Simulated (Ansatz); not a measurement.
# What HfC (model cell, started as CsCl type) distorts into, part 2 of 2

Wanted: the energy along a soft mode of HfC (model cell, started as CsCl type) and the structure at the end.

Ansatz 0.2.0; DFT PBEsol, scalar-relativistic, plane waves, PAW.

So far, highest frequency on path, mesh or solved points (cm⁻¹): step 2 (the dispersion) 472. Also lowest frequency on the path (cm⁻¹): step 2 -356.

The structure was built from a prototype and need not be the compound's stable phase.

### 4. The mode frozen in, largest atomic shift 0.45 Å

The atoms are moved along the unstable eigenvector, the largest shift by 0.45 Å, with the cell fixed.

input.yaml reads:

```yaml
crystal:
  lattice:
    - [-2.8687710495, 0.0, 0.0]
    - [0.0, -2.8687710495, -2.8687710495]
    - [0.0, -2.8687710495, 2.8687710495]
  atoms:
    - { symbol: Hf, position: [1.0, 0.5, 0.5] }
    - { symbol: Hf, position: [1.0, 0.0, 0.0] }
    - { symbol: C, position: [0.6568615941, 0.0, 0.5] }
    - { symbol: C, position: [0.3431384059, 0.5, 0.0] }
kpoints:
  mp_grid: { grid: [14, 10, 10] }
hamiltonian:
  xc: pbesol
scf:
  occupations: { method: methfessel_paxton, width: 0.2 }
output:
  forces: true
  stress: true
  eigenvalues: true
```

Started as:

```bash
$ ansatz run input.yaml --threads 4 --pin off --max-ram 7168MiB --backend cpu --events-out ev --progress --plain --runs-dir out
```

Output:

```text
[...]
Crystal: 4 atoms, lattice volume = 47.219 Å³
Basis set: ecut = 420 eV, 929 PW (Γ), exchange–correlation on 40×60×60 points (8 copies of the dense FFT grid, shifted against one another)
Bands: 36, of which v1, the nominal top of the filled ones, is band 30 counted from 1 (29 counted from 0)
Symmetry: 16 space group operations
[...]
k-points: 168 of 1400
[...]
k-point 0: bands = [... 26 lower, 19.4425, 19.7034, 20.6020, 21.4309, 21.4309, 23.0822, 25.8113, 26.8036, ... 2 higher]
  k-point 1: bands = [... 26 lower, 19.4359, 19.6343, 20.9778, 21.2541, 21.6453, 23.0971, 25.3053, 26.7797, ... 2 higher]
  k-point 2: bands = [... 26 lower, 19.4170, 19.5039, 20.8250, 21.4607, 22.2011, 23.0764, 24.5517, 26.5677, ... 2 higher]
  k-point 167: bands = [... 26 lower, 18.9280, 18.9280, 19.2069, 19.2069, 24.9342, 24.9342, 24.9848, 24.9848, ... 2 higher]
[key lines of the parts left out:]
SCF converged after 7 iterations
Free energy (F): -31688.683117 eV
Fermi energy:    21.627943 eV
P = ⅓ Tr σ = 13.9272 GPa (139.272 kbar)
```

Wall time 3.4 s (4 threads of Arm Neoverse V2, shared host); peak memory 0.49 GiB.

Numbers from this step:

- pressure: 13.93 GPa
- energy from the undistorted cell: -159.2 meV/atom

The energy, extrapolated to zero smearing, is -159.19 meV/atom against the undistorted cell.

The run ends at a pressure of 13.93 GPa, with forces up to 0.37 eV/Å.

### 5. Energy along the mode, all amplitudes (two of the runs are shown above)

An imaginary frequency means negative curvature, so the energy should fall and then rise again as anharmonic terms take over.

Numbers from this step:

- depth at the lowest point sampled: 159.2 meV/atom
- largest atomic shift at that point: 0.45 Å

Table of energy from the parent by largest atomic shift:

| largest atomic shift (Å) | energy from the parent (meV/atom) |
| --- | --- |
| 0.000 | 0 |
| 0.040 | -2.44 |
| 0.080 | -10.2 |
| 0.140 | -31.8 |
| 0.220 | -70.4 |
| 0.320 | -117 |
| 0.450 | -159 |
| 0.600 | -148 |

Displacement at unit largest shift by atom:

| atom | x (Å) | y (Å) | z (Å) | size |
| --- | --- | --- | --- | --- |
| Hf1 | 0.00 | 0.00 | 0.00 | 0.00 |
| Hf2 | 0.00 | 0.00 | 0.00 | 0.00 |
| C3 | -1.00 | 0.00 | 0.00 | 1.00 |
| C4 | 1.00 | 0.00 | 0.00 | 1.00 |

The lowest step is at 0.45 Å, 159 meV/atom below the parent, and the energy rises beyond it.

### 6. Relaxation from the frozen mode

Starting from the lowest point found, all atoms and the cell are let go, so that strain and other modes of the same symmetry can join in.

Changes to input.yaml since step 4:

```diff
@@ -20 +20,6 @@
   eigenvalues: true
+relax:
+  adjacent_minimum: "off"
+  f_tol: 0.002
+  max_steps: 120
+  cell: { stress_tol: 0.03 }
```

Output:

```text
[...]
Crystal: 4 atoms, lattice volume = 47.219 Å³
Basis set: ecut = 420 eV, 929 PW (Γ), exchange–correlation on 40×60×60 points (8 copies of the dense FFT grid, shifted against one another)
Bands: 36, of which v1, the nominal top of the filled ones, is band 30 counted from 1 (29 counted from 0)
Symmetry: 16 space group operations
[...]
k-points: 168 of 1400
[...]
SCF iter   1: F=—  HF=-31688.704873 eV  |F-HF|=—  |Δ(HF+E_count)|=         —  Δρ=1.38e-2  dr2=1.12e-1  ethr=1.77e-3  ⟨swp⟩=4.4  Hψ=18809  notcnv=0  defer=1
[...]
SCF iter   7: F=-31688.683117 eV  HF=-31688.683117 eV  |F-HF|=3.28e-8  |Δ(HF+E_count)|=   1.22e-8  S|Δr|=    0.00e0  Δρ=8.73e-6  dr2=2.96e-8  ethr=1.67e-10  ⟨swp⟩=8.3  Hψ=25856  notcnv=0
SCF 1 converged in 7 iterations: F = -31688.683117 eV  dr2 = 2.96e-8
[...]
relax step   1: F+E_penalty+E_count = -31688.68311727 eV  Δ(F+E_penalty+E_count) = +0.000e0 eV  max|allowed force component| = 3.686e-1 eV/Å  Δτ_max = 0.0000 Å  P = +13.927 GPa  Ω = 47.219 Å³  (7 SCF iters, dr2 threshold 1.00e-7 eV, accepted)
Crystal: 4 atoms, lattice volume = 51.314 Å³
Basis set: ecut = 420 eV, 1009 PW (Γ), exchange–correlation on 40×60×60 points (8 copies of the dense FFT grid, shifted against one another)
[...]
SCF iter   8: F=-31689.003647 eV  HF=-31689.003647 eV  |F-HF|=6.94e-9  |Δ(HF+E_count)|=   2.26e-7  S|Δr|=    0.00e0  Δρ=4.08e-6  dr2=5.68e-9  ethr=2.62e-10  ⟨swp⟩=4.4  Hψ=22037  notcnv=0
SCF 2 converged in 8 iterations: F = -31689.003647 eV  dr2 = 5.68e-9
relax step   2: F+E_penalty+E_count = -31689.00364717 eV  Δ(F+E_penalty+E_count) = -3.205e-1 eV  max|allowed force component| = 4.137e-1 eV/Å  Δτ_max = 0.1001 Å  P = -3.710 GPa  Ω = 51.314 Å³  energy of the carried Pulay correction = -7.776e-3 eV  (8 SCF iters, dr2 threshold 4.00e-7 eV, accepted)
Crystal: 4 atoms, lattice volume = 51.009 Å³
[...]
SCF iter   6: F=-31689.024751 eV  HF=-31689.024751 eV  |F-HF|=1.03e-7  |Δ(HF+E_count)|=   1.04e-6  S|Δr|=    0.00e0  Δρ=1.72e-5  dr2=8.51e-8  ethr=6.67e-10  ⟨swp⟩=6.3  Hψ=30336  notcnv=0
SCF 3 converged in 6 iterations: F = -31689.024751 eV  dr2 = 8.51e-8
relax step   3: F+E_penalty+E_count = -31689.02475081 eV  Δ(F+E_penalty+E_count) = -2.110e-2 eV  max|allowed force component| = 2.473e-1 eV/Å  Δτ_max = 0.0214 Å  P = -1.291 GPa  Ω = 51.009 Å³  energy of the carried Pulay correction = -7.220e-3 eV  (6 SCF iters, dr2 threshold 4.00e-7 eV, accepted)
[...]
relax step   4: F+E_penalty+E_count = -31689.03646015 eV  Δ(F+E_penalty+E_count) = -1.171e-2 eV  max|allowed force component| = 1.405e-4 eV/Å  Δτ_max = 0.0459 Å  P = +0.721 GPa  Ω = 51.234 Å³  energy of the carried Pulay correction = -7.630e-3 eV  (6 SCF iters, dr2 threshold 4.00e-7 eV, accepted)
[...]
relax step   5: F+E_penalty+E_count = -31689.03663331 eV  Δ(F+E_penalty+E_count) = -1.732e-4 eV  max|allowed force component| = 1.894e-3 eV/Å  Δτ_max = 0.0058 Å  P = +0.155 GPa  Ω = 51.454 Å³  energy of the carried Pulay correction = -8.030e-3 eV  (5 SCF iters, dr2 threshold 4.00e-7 eV, accepted)
[...]
relax step   6: F+E_penalty+E_count = -31689.03654133 eV  Δ(F+E_penalty+E_count) = +9.198e-5 eV  max|allowed force component| = 9.488e-4 eV/Å  Δτ_max = 0.0012 Å  P = -0.005 GPa  Ω = 51.518 Å³  energy of the carried Pulay correction = -8.147e-3 eV  (5 SCF iters, dr2 threshold 6.58e-8 eV, accepted)
[...]
relax step   7: F+E_penalty+E_count = -31689.03654801 eV  Δ(F+E_penalty+E_count) = -6.678e-6 eV  max|allowed force component| = 2.698e-4 eV/Å  Δτ_max = 0.0001 Å  P = -0.002 GPa  Ω = 51.515 Å³  energy of the carried Pulay correction = -8.141e-3 eV  (5 SCF iters, dr2 threshold 3.18e-9 eV, accepted)
[...]
relax step   8: F+E_penalty+E_count = -31689.04941996 eV  Δ(F+E_penalty+E_count) = -1.287e-2 eV  max|allowed force component| = 2.497e-3 eV/Å  Δτ_max = 0.0000 Å  P = +0.231 GPa  Ω = 51.515 Å³  stress off target by 3.18e-1 GPa  SCF on the basis re-selected at this cell (its energy is not comparable with the rows above)  (7 SCF iters)
[...]
relax step   9: F+E_penalty+E_count = -31689.04936194 eV  Δ(F+E_penalty+E_count) = +5.803e-5 eV  max|allowed force component| = 6.102e-4 eV/Å  Δτ_max = 0.0024 Å  P = +0.005 GPa  Ω = 51.600 Å³  energy of the carried Pulay correction = -1.353e-4 eV  (5 SCF iters, dr2 threshold 2.54e-7 eV, accepted)
[...]
SCF iter   6: F=-31689.049490 eV  HF=-31689.049490 eV  |F-HF|=7.28e-12  |Δ(HF+E_count)|=    0.00e0  S|Δr|=    0.00e0  Δρ=6.50e-8  dr2=2.10e-12  ethr=1.00e-12  ⟨swp⟩=6.1  Hψ=30094  notcnv=0
SCF 10 converged in 6 iterations: F = -31689.049490 eV  dr2 = 2.10e-12
relax step  10: F+E_penalty+E_count = -31689.04949044 eV  Δ(F+E_penalty+E_count) = -1.285e-4 eV  max|allowed force component| = 5.868e-4 eV/Å  Δτ_max = 0.0000 Å  P = +0.006 GPa  Ω = 51.600 Å³  stress off target by 6.71e-3 GPa  SCF on the basis re-selected at this cell (its energy is not comparable with the rows above)  (6 SCF iters)
[...]
SCF converged after 6 iterations
[...]
Free energy (F): -31689.049490 eV
[...]
Internal energy: -31689.048495 eV  (E = F + TS)
E sigma→0 (E₀):  -31689.049242 eV
Entropy (-TS):   -0.000996 eV (-0.249 meV/atom)
Fermi energy:    19.515254 eV
[...]
--- Forces (eV/Å), atoms counted from 1 ---
  atom   1  Hf     0.00000000     0.00000000     0.00000000
  atom   2  Hf    -0.00000000    -0.00000000     0.00000000
  atom   3  C     -0.00058679    -0.00000000     0.00000000
  atom   4  C      0.00058679     0.00000000    -0.00000000
  max |Σ_I F_I| component: 2.80e-17 eV/Å
--- Stress (GPa, compression-positive) ---
        0.006711       0.000000      -0.000000
        0.000000       0.006372       0.000000
       -0.000000       0.000000       0.006372
  P = ⅓ Tr σ = 0.0065 GPa (0.065 kbar)
--- Band table (eV; the first three rows and the last of 168) ---
  k-point 0: bands = [... 26 lower, 17.4112, 17.9324, 18.3751, 19.2175, 19.2175, 21.3245, 23.5224, 24.9363, ... 2 higher]
  k-point 1: bands = [... 26 lower, 17.3945, 17.7864, 18.6484, 18.9723, 19.4955, 21.3802, 23.4166, 24.2765, ... 2 higher]
  k-point 2: bands = [... 26 lower, 17.3491, 17.5409, 18.4057, 18.9649, 20.1278, 21.4646, 23.1663, 23.7837, ... 2 higher]
  k-point 167: bands = [... 26 lower, 16.3464, 16.3464, 17.2785, 17.2785, 22.3884, 22.3884, 22.7989, 22.7989, ... 2 higher]
--- Relaxed structure (8 steps of the walk, 8 accepted, 2 SCFs on fresh bases) ---
  F+E_penalty+E_count = -31689.04949044 eV   max|allowed force component| = 5.868e-4 eV/Å   (the final SCF, on the basis selected at the relaxed cell)
  cell:  # Å, volume = 51.5997 Å³
    - [-2.859272, 0, 0]
    - [0, -3.003869, -3.003869]
    - [0, -3.003869, 3.003869]
  atoms:
    - { symbol: Hf, position: [1.000000, 0.5, 0.5] }
    - { symbol: Hf, position: [1.000000, 0, 0] }
    - { symbol: C, position: [0.718552, 0.0, 0.5] }
    - { symbol: C, position: [0.281448, 0.5, 0.0] }
```

Run time: 40 s. Hardware: 4 threads; peak memory 0.54 GiB.

Relaxation path:

| step | energy less that of the first step (eV) | largest force component (eV/Å) | pressure (GPa) | volume (Å³) |
| --- | --- | --- | --- | --- |
| 1 | 0.0000 | 0.3686 | 13.93 | 47.22 |
| 2 | -0.3205 | 0.4137 | -3.71 | 51.31 |
| 3 | -0.3416 | 0.2473 | -1.29 | 51.01 |
| 4 | -0.3533 | 0.0001 | 0.72 | 51.23 |
| 5 | -0.3535 | 0.0019 | 0.15 | 51.45 |
| 6 | -0.3534 | 0.0009 | -0.01 | 51.52 |
| 7 | -0.3534 | 0.0003 | 0.00 | 51.51 |
| 8* | -0.3663 | 0.0025 | 0.23 | 51.51 |
| 9 | -0.3662 | 0.0006 | 0.01 | 51.60 |
| 10* | -0.3664 | 0.0006 | 0.01 | 51.60 |

Relaxation steps marked * repeat the geometry before them on a plane-wave basis chosen anew for their cell, so energy and pressure can jump there.

Forces are held to the 16 operations that the program found; a distortion that breaks them can't arise in this run.

| cell as run | before | after | change |
| --- | --- | --- | --- |
| a (Å) | 2.869 | 2.859 | -0.3 % |
| b (Å) | 4.057 | 4.248 | +4.7 % |
| c (Å) | 4.057 | 4.248 | +4.7 % |
| volume (Å³/atom) | 11.80 | 12.90 | +9.3 % |

The atoms that moved most (Å, as changes of fractional coordinates times the final cell):

| atom | dx | dy | dz | length |
| --- | --- | --- | --- | --- |
| C4 | 0.176 | 0.000 | 0.000 | 0.176 |
| C3 | -0.176 | 0.000 | 0.000 | 0.176 |

Final coordinates:

```xyz
4
Lattice="-2.8593 0.0000 0.0000 0.0000 -3.0039 -3.0039 0.0000 -3.0039 3.0039" Properties=species:S:1:pos:R:3 pbc="T T T"
Hf   -2.8593   -3.0039    0.0000
Hf   -2.8593    0.0000    0.0000
C    -2.0545   -1.5019    1.5019
C    -0.8047   -1.5019   -1.5019
```

Read from the output:

```
pressure        : 0.006485 GPa
volume per atom : 12.90 Å³
```

The distorted start has space group P4/nmm; the relaxation ends in P4/nmm.

### 7. The new phase in its own primitive cell

The relaxed structure is symmetrised, reduced to its primitive cell and relaxed tightly, as its phonons need.

input.yaml, the sections that differ from step 6:

```yaml
crystal:
  lattice:
    - [4.2481115977, 0.0, 0.0]
    - [0.0, 4.2481115977, 0.0]
    - [0.0, 0.0, 2.8592715205]
  atoms:
    - { symbol: Hf, position: [0.5, 0.5, 0.0] }
    - { symbol: Hf, position: [0.0, 0.0, 0.0] }
    - { symbol: C, position: [0.0, 0.5, 0.7185518264] }
    - { symbol: C, position: [0.5, 0.0, 0.2814481736] }
kpoints:
  mp_grid: { grid: [10, 10, 14] }
relax:
  adjacent_minimum: "off"
  f_tol: 0.001
  max_steps: 60
  cell: { stress_tol: 0.01 }
# hamiltonian, scf, output: as in step 6
```

Output:

```text
[...]
Crystal: 4 atoms, lattice volume = 51.600 Å³
Basis set: ecut = 420 eV, 1009 PW (Γ), exchange–correlation on 60×60×40 points (8 copies of the dense FFT grid, shifted against one another)
Bands: 36, of which v1, the nominal top of the filled ones, is band 30 counted from 1 (29 counted from 0)
Symmetry: 16 space group operations
[...]
k-points: 168 of 1400
[...]
--- Relaxed structure (1 steps of the walk, 1 accepted, 1 SCFs on fresh bases) ---
[...]
cell:  # Å, volume = 51.5997 Å³
    - [4.2481115977, 0.0, 0.0]
    - [0.0, 4.2481115977, 0.0]
    - [0.0, 0.0, 2.8592715205]
  atoms:
    - { symbol: Hf, position: [0.5, 0.5, 0.0] }
    - { symbol: Hf, position: [0.0, 0.0, 0.0] }
    - { symbol: C, position: [0.0, 0.5, 0.718552] }
    - { symbol: C, position: [0.5, 0.0, 0.2814481736] }
[key lines of the parts left out:]
SCF converged after 5 iterations
Free energy (F): -31689.049490 eV
Fermi energy:    19.515254 eV
P = ⅓ Tr σ = 0.0065 GPa (0.065 kbar)
```

Run time: 9.8 s. Hardware: 4 threads; peak memory 0.54 GiB; 38 s of CPU time.

Little changed from the start: no atom moved by 0.005 Å and no cell edge by 0.1 %.

This step gave:

| Item | Value |
| --- | --- |
| pressure | 0.006488 GPa |

The largest force component left is 0.59 meV/Å and the pressure is 0.006 GPa, within the tolerances set. The cell now holds 12.90 Å³/atom.

### 8. Modes of the new phase, k-mesh 10×10×14

A relaxed structure may still be a saddle point, so its zone-centre modes are computed. No field response is asked, since the mesh shows no gap.

Changes to input.yaml since step 7:

```diff
@@ -17,9 +17,4 @@
 output:
-  forces: true
-  stress: true
   eigenvalues: true
-relax:
-  adjacent_minimum: "off"
-  f_tol: 0.001
-  max_steps: 60
-  cell: { stress_tol: 0.01 }
+phonons:
+  method: dfpt
```

Output:

```text
zone centre: on kpoints.mp_grid the ground state, and the responses unless they are solved on pairs of k-points, stand on 288 of the mesh's 1400 k-points, reduced under 4 symmetry operations, with k and −k counted as one. Each operation leaves every solved displacement unchanged or reverses it
[...]
Crystal: 4 atoms, lattice volume = 51.600 Å³
Basis set: ecut = 420 eV, 1009 PW (Γ), exchange–correlation on 60×60×40 points (8 copies of the dense FFT grid, shifted against one another)
Bands: 36, of which v1, the nominal top of the filled ones, is band 30 counted from 1 (29 counted from 0)
Symmetry: 16 space group operations
k-points: 288 of 1400 (irreducible under 4 space group operations, time reversal used)
[...]
SCF iter   1: F=—  HF=-31689.077252 eV  |F-HF|=—  |Δ(HF+E_count)|=         —  Δρ=1.35e-2  dr2=1.36e-1  ethr=1.77e-3  ⟨swp⟩=4.1  Hψ=31947  notcnv=0
[...]
SCF iter  11: F=-31689.049490 eV  HF=-31689.049490 eV  |F-HF|=7.28e-12  |Δ(HF+E_count)|=  3.64e-12  S|Δr|=    0.00e0  Δρ=4.11e-8  dr2=8.42e-13  ethr=1.00e-12  ⟨swp⟩=9.8  Hψ=54243  notcnv=0
SCF 1 converged in 11 iterations: F = -31689.049490 eV  dr2 = 8.42e-13
[...]
DFPT response loops at Γ: preconditioner auto → Kerker (q_TF=auto, 2.798 Å⁻¹) (partly filled bands, converged f_vac=0.000); β = 1.00, the filter's whole step (`scf.mixing.beta` (0.50) is not read by the response loops under this deck's `scf.mixing.preconditioner`; to damp them name `kerker` or `kerker_dos`, under which they read `scf.mixing.beta`, and type it under 1.00, their step now; both keys bind the ground state too); Broyden in place of MSR1
SCF converged after 11 iterations
[...]
Free energy (F): -31689.049490 eV
[...]
Internal energy: -31689.048495 eV  (E = F + TS)
E sigma→0 (E₀):  -31689.049241 eV
Entropy (-TS):   -0.000996 eV (-0.249 meV/atom)
Fermi energy:    19.515254 eV
[...]
--- Band table (eV; the first three rows and the last of 288) ---
  k-point 0: bands = [... 26 lower, 17.4112, 17.9324, 18.3751, 19.2175, 19.2175, 21.3245, 23.5224, 24.9363, ... 2 higher]
  k-point 1: bands = [... 26 lower, 17.2703, 17.9839, 18.6550, 19.2122, 19.2122, 20.9737, 23.2456, 24.9040, ... 2 higher]
  k-point 2: bands = [... 26 lower, 16.9028, 18.1328, 19.1695, 19.1695, 19.4754, 20.1060, 22.8793, 24.7787, ... 2 higher]
  k-point 287: bands = [... 26 lower, 16.3464, 16.3464, 17.2785, 17.2785, 22.3884, 22.3884, 22.7989, 22.7989, ... 2 higher]
--- Phonons (Γ-DFPT): 4 representative perturbations + reference, on 288 of 1400 k-points (Σ response iterations 14) ---
  k mesh reduced under 4 symmetry operations, with k and −k counted as one. Each operation leaves every solved displacement unchanged or reverses it
  ASR residual: 2.438e-5 → 0.000e0 eV/Å²; symmetrization residual: 4.587e-7 eV/Å²
  ASR residual per site (eV/Å²): 2.57e-6 2.57e-6 2.44e-5 2.44e-5
  Γ frequencies (cm⁻¹): -44.42 0.00 0.00 0.00 195.40 195.40 342.90 377.55 377.55 386.29 488.21 488.21
  non-analytic LO–TO correction: not included (Born effective charges unavailable; polar crystals: no LO–TO splitting at Γ)
```

Wall time 79 s (4 threads); peak memory 1.8 GiB; 4.9 min of CPU time.

This step gave:

| Property | Result |
| --- | --- |
| sum-rule residual before enforcement | 2.44e-5 eV/Å² |
| point group | 4/mmm |
| highest optical mode at the zone centre (no LO-TO term) | 488.2 cm⁻¹ |
| lowest optical zone-centre mode | -44.42 cm⁻¹ |

Patterns of degenerate modes are one choice out of their space. Modes at Γ, with each element's share of the kinetic energy (negative means imaginary):

| mode | frequency (cm⁻¹) | symmetry | Hf % | C % |
| --- | --- | --- | --- | --- |
| 1 | -44.4 | B1g | 100 | 0 |
| 2 | 0.0 | acoustic | 94 | 6 |
| 3 | 0.0 | acoustic | 94 | 6 |
| 4 | 0.0 | acoustic | 94 | 6 |
| 5 | 195.4 | Eg | 99 | 1 |
| 6 | 195.4 | Eg | 99 | 1 |
| 7 | 342.9 | A2u | 6 | 94 |
| 8 | 377.6 | Eu | 6 | 94 |
| 9 | 377.6 | Eu | 6 | 94 |
| 10 | 386.3 | A1g | 0 | 100 |
| 11 | 488.2 | Eg | 1 | 99 |
| 12 | 488.2 | Eg | 1 | 99 |

Displacements in mode 1 (-44.4 cm⁻¹), the largest set to 1:
```
Hf1  0.00  0.00 -1.00
Hf2  0.00  0.00  1.00
C3   0.00  0.00  0.00
C4   0.00  0.00  0.00
```

Displacements in mode 6 (195.4 cm⁻¹), the largest set to 1:
```
Hf1 -1.00  0.05  0.00
Hf2  1.00 -0.05  0.00
C3  -0.46 -0.02  0.00
C4   0.46  0.02  0.00
```

Before it was imposed, the acoustic sum rule was missed by 2.4e-5 eV/Å². Small misses are needed for a sound result but don't prove that mesh and cutoff are converged. The lowest optical mode is imaginary, 44.4i cm⁻¹, so the energy falls along it.

### 9. What came out

```yaml
unstable_mode_of_the_parent: q = (0, -0.5, -0.5), 356i cm⁻¹
depth_at_the_lowest_point_sampled: 159 meV/atom
largest_atomic_shift_at_that_point: 0.45 Å
space_group_reached: P4/nmm
energy_gained_over_the_parent_first_relaxation_on_the_mesh_of_the_frozen_mode: 251 meV/atom
volume_per_atom_phase_reached: 12.9 Å³
lowest_optical_zone_centre_mode_phase_reached: -44.4 cm⁻¹
highest_optical_mode_at_the_zone_centre_no_lo_to_term_phase_reached: 488 cm⁻¹
```

In words: Along this mode the structure falls into P4/nmm, 251 meV/atom below the parent. At the parent's cell the well is 159.2 meV/atom deep on the steps tried, with its lowest point at a shift of 0.45 Å. Relaxing atoms and cell changes the gain by +91.66 meV/atom against the lowest step (energies at zero smearing). The new phase still has an imaginary mode at the zone centre of its cell, so it is a saddle point on the way to a lower structure. Of the 2 patterns followed from this parent, this one reaches the lowest energy. Each path keeps the symmetry of its pattern, so a lower phase may lie along a pattern not tried. With no gap, or one that is small against the smearing, the frequencies hang on the k mesh and the smearing, most of all near Kohn anomalies. Spin-orbit coupling is left out, which can matter for the heavy elements here. The starting cell was built on a prototype and not taken from a measurement, so the phase need not exist.

[Long decimals in the printed logs are rounded to 6 places.]

[Logs are printed without paths, hosts, clocks, repeated set-up lines and the standing remarks that a program may print on its own settings, such as how far it seeks lower states.]

[Hosts, paths, dates, database ids (printed as entryN), source tags and the programs' standing remarks are cut or masked in the printed files.]

[Where the starting crystal was built by hand or by swapping elements, it need not be the compound's stable phase.]
